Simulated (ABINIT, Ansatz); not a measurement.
# ZrSe3 (P2_1/m): one start, several treatments of the self-energy, part 2 of 2

Wanted: the gap of ZrSe3 (P2_1/m) under several approximations, with cost.

ABINIT 10.8.3; PBEsol and many-body steps on it, plane waves. Known limits of the many-body steps: not at the basis limit; no spin-orbit coupling; coarse k mesh.

So far. Step 4 (G0W0, Godby-Needs plasmon pole): The gap on the mesh goes from 0.32 eV to 0.81 eV, a correction of +0.50 eV. Step 5 (G0W0, Hybertsen-Louie plasmon pole): Against G0W0 in ABINIT (2×4×1 mesh, 174 bands, screening to 98 eV, Godby-Needs plasmon pole), the gap moves by +0.032 eV.

## (6) G0W0, von der Linden-Horsch plasmon pole

Level of this step: G0W0 on PBEsol, plane waves, norm-conserving pseudopotentials (ABINIT).

File run.abi:

```
acell 3*1.0 Angstrom
rprim 
  5.410900000000 -0.000000000000 -0.000000000000
  -0.000000000000 3.748800000000 0.000000000000
  -1.229420909100 0.000000000000 9.363634990100
ntypat 2
znucl 40 34
natom 8
typat 1 1 2 2 2 2 2 2
xred 
  0.285000000000 0.250000000000 0.656000000000
  0.715000000000 0.750000000000 0.344000000000
  0.762000000000 0.250000000000 0.554000000000
  0.238000000000 0.750000000000 0.446000000000
  0.456000000000 0.250000000000 0.174000000000
  0.544000000000 0.750000000000 0.826000000000
  0.888000000000 0.250000000000 0.169000000000
  0.112000000000 0.750000000000 0.831000000000
pp_dirpath "pseudos"
pseudos "Zr.upf, Se.upf"
ecut 48
ngkpt 2 4 1
nshiftk 1
shiftk 0 0 0
kptopt 1
chksymbreak 0
istwfk *1
occopt 1
irdwfk 1
optdriver 4
nband 174
gwcalctyp 0
ecutsigx 48
symsigma 1
nkptgw 2
kptgw 
  0.0000000000 0.0000000000 0.0000000000
  0.5000000000 0.0000000000 0.0000000000
bdgw 
  83 86
  83 86
ecuteps 3.6
irdscr 1
ppmodel 3
indata_prefix "in"
outdata_prefix "out"
tmpdata_prefix "tmp"
```

The run is started by

```sh
OMP_NUM_THREADS=1 mpirun -n 4 abinit run.abi > log
```

Numbers of over 12 decimals in the logs are rounded to 6 here.

The log of the run:

```text
.Version 10.8.3 of ABINIT. v10.8.2 released Aug 2026.

 Symmetries : space group P2_1/m (# 11); Bravais mP (primitive monocl.)
[... echo of the input left out ...]
== DATASET  1 ==================================================================
-   mpi_nproc: 4, omp_nthreads: 1 (-1 if OMP is not activated)

--- !DatasetInfo
iteration_state: {dtset: 1, }
dimensions: {natom: 8, nkpt: 6, mband: 174, nsppol: 1, nspinor: 1, nspden: 1, mpw: 20400, }
cutoff_energies: {ecut:  48.0, pawecutdg:  -1.0, }
[...]
Band     E0 <VxcDFT>   SigX SigC(E0)      Z dSigC/dE  Sig(E)    E-E0       E
[...]
85   6.814 -13.770  -9.977  -2.778   0.877  -0.140 -12.880   0.891   7.705
       86   7.154 -14.048 -10.040  -2.863   0.877  -0.140 -13.043   1.005   8.159

== END DATASET(S) ==============================================================
================================================================================

 -outvars: echo values of variables after computation  --------
           etotal      0.0000000000E+00
            nband         174
             nkpt           6
          spgroup          11
 [... the other variables as echoed above ...]

 Calculation completed.
```

Elapsed: 22 s, on 4 MPI ranks of Arm Neoverse V1, shared host; peak memory 4.5 GiB; 87 s of CPU time.

This step gave:

* G0W0 gap on the points computed: 0.8560 eV
* starting gap on the mesh: 0.3157 eV
* k of the valence top: 0, 0, 0
* k of the conduction bottom: 0.5, 0, 0
* least direct G0W0 gap on the computed points: 1.179 eV

Against G0W0 in ABINIT (2×4×1 mesh, 174 bands, screening to 98 eV, Godby-Needs plasmon pole), the gap moves by +0.043 eV.

## (7) One-shot Hartree-Fock

This step: one-shot Hartree-Fock on PBEsol, plane waves, norm-conserving pseudopotentials.

Changes to run.abi since step 6:

```diff
@@ -30,4 +30,4 @@
 optdriver 4
-nband 174
-gwcalctyp 0
+nband 88
+gwcalctyp 5
 ecutsigx 48
@@ -41,5 +41,4 @@
   83 86
-ecuteps 3.6
-irdscr 1
-ppmodel 3
+ixc_sigma 40
+fftgw 31
 indata_prefix "in"
```

The log of the run:

```text
.Version 10.8.3 of ABINIT. v10.8.2 released Aug 2026.

 Symmetries : space group P2_1/m (# 11); Bravais mP (primitive monocl.)
[... echo of the input left out ...]
== DATASET  1 ==================================================================
-   mpi_nproc: 4, omp_nthreads: 1 (-1 if OMP is not activated)

--- !DatasetInfo
iteration_state: {dtset: 1, }
dimensions: {natom: 8, nkpt: 6, mband: 88, nsppol: 1, nspinor: 1, nspden: 1, mpw: 20400, }
cutoff_energies: {ecut:  48.0, pawecutdg:  -1.0, }
[...]
Band     E0 <VxcDFT>   SigX SigC(E0)      Z dSigC/dE  Sig(E)    E-E0       E
[...]
85   6.814 -13.770  -9.977   0.000   1.000   0.000  -9.977   3.793  10.607
       86   7.154 -14.048 -10.040   0.000   1.000   0.000 -10.040   4.009  11.163

== END DATASET(S) ==============================================================
================================================================================

 -outvars: echo values of variables after computation  --------
           etotal      0.0000000000E+00
            nband          88
             nkpt           6
          spgroup          11
 [... the other variables as echoed above ...]

 Calculation completed.
```

Wall time 13 s (4 MPI ranks); peak memory 4.2 GiB; 52 s of CPU time.

This step gave:

```yaml
quasiparticle_gap_on_the_points_computed: 5.679 eV
starting_gap_on_the_mesh: 0.3157 eV
k_of_the_valence_top: 0, 0, 0
k_of_the_conduction_bottom: 0.5, 0, 0
least_direct_quasiparticle_gap_on_the_computed_points: 6.269 eV
```

Against G0W0 in ABINIT (2×4×1 mesh, 174 bands, screening to 98 eV, Godby-Needs plasmon pole), the gap moves by +4.866 eV.

## (8) The runs together

Times are wall times on 4 MPI ranks of Arm Neoverse V1, shared host, good to a factor of about two. A run's time includes the screening step that it read.

| run | mesh | bands | screening cutoff (eV) | DFT gap (eV) | gap on the mesh (eV) | direct (eV) | ε∞ used | time |
| --- | --- | --- | --- | --- | --- | --- | --- | --- |
| G0W0, Godby-Needs plasmon pole | 2×4×1 | 174 | 98 | 0.316 | 0.813 | 1.148 | 16.38 | 7.2 min |
| G0W0, Hybertsen-Louie plasmon pole | 2×4×1 | 174 | 98 | 0.316 | 0.845 | 1.214 | 16.38 | 7.2 min |
| G0W0, von der Linden-Horsch plasmon pole | 2×4×1 | 174 | 98 | 0.316 | 0.856 | 1.179 | 16.38 | 7.1 min |
| one-shot Hartree-Fock | 2×4×1 | - | - | 0.316 | 5.679 | 6.269 | - | 13 s |

## (9) What came out

| Item | Value |
| --- | --- |
| G0W0, Godby-Needs plasmon pole | 0.813 eV |
| G0W0, Hybertsen-Louie plasmon pole | 0.845 eV |
| G0W0, von der Linden-Horsch plasmon pole | 0.856 eV |
| one-shot Hartree-Fock | 5.679 eV |
| known limits | not at the basis limit; no spin-orbit coupling; coarse k mesh |

In words: G0W0, Hybertsen-Louie plasmon pole: +0.032 eV against G0W0, Godby-Needs plasmon pole. G0W0, von der Linden-Horsch plasmon pole: +0.043 eV against G0W0, Godby-Needs plasmon pole. One-shot Hartree-Fock: +4.866 eV against G0W0, Godby-Needs plasmon pole. Bare exchange alone opens the gap to 5.68 eV; against G0W0, correlation takes back 4.87 eV. Bands and cutoff are finite, so the gap is not at the basis limit. The miss can reach some tenths of an eV and take either sign; the mesh is an error of its own. In the G0W0 runs levels were corrected at 2 k points alone, so a gap called «on the mesh» is the least over those, and an edge elsewhere would be missed. The 2×4×1 mesh is coarse for this cell, which bears on the long-range parts of exchange and screening. The many-body steps are scalar-relativistic: spin-orbit coupling is not in them.

[Paths, hosts, dates, memory and timing lines, banners, echoed tables and standing remarks are left out of the program output.]

[Logs are printed without paths, hosts, clocks, repeated set-up lines and the standing remarks that a program may print on its own settings, such as how far it seeks lower states.]

[Runs of the session that timed out or met a known fault of the program may be left out.]

[Hosts, paths, dates, database ids (printed as entryN), source tags and the programs' standing remarks are cut or masked in the printed files.]

[G0W0 gaps are taken among the corrected bands and points alone; a level outside them can change the order at an edge.]

[Where Ansatz stands beside ABINIT at settings called matched, ABINIT's density can come from a denser mesh and the files from another edition; pairs whose starting gaps differed by over 0.03 eV were left out, so agreement reads better than it is.]
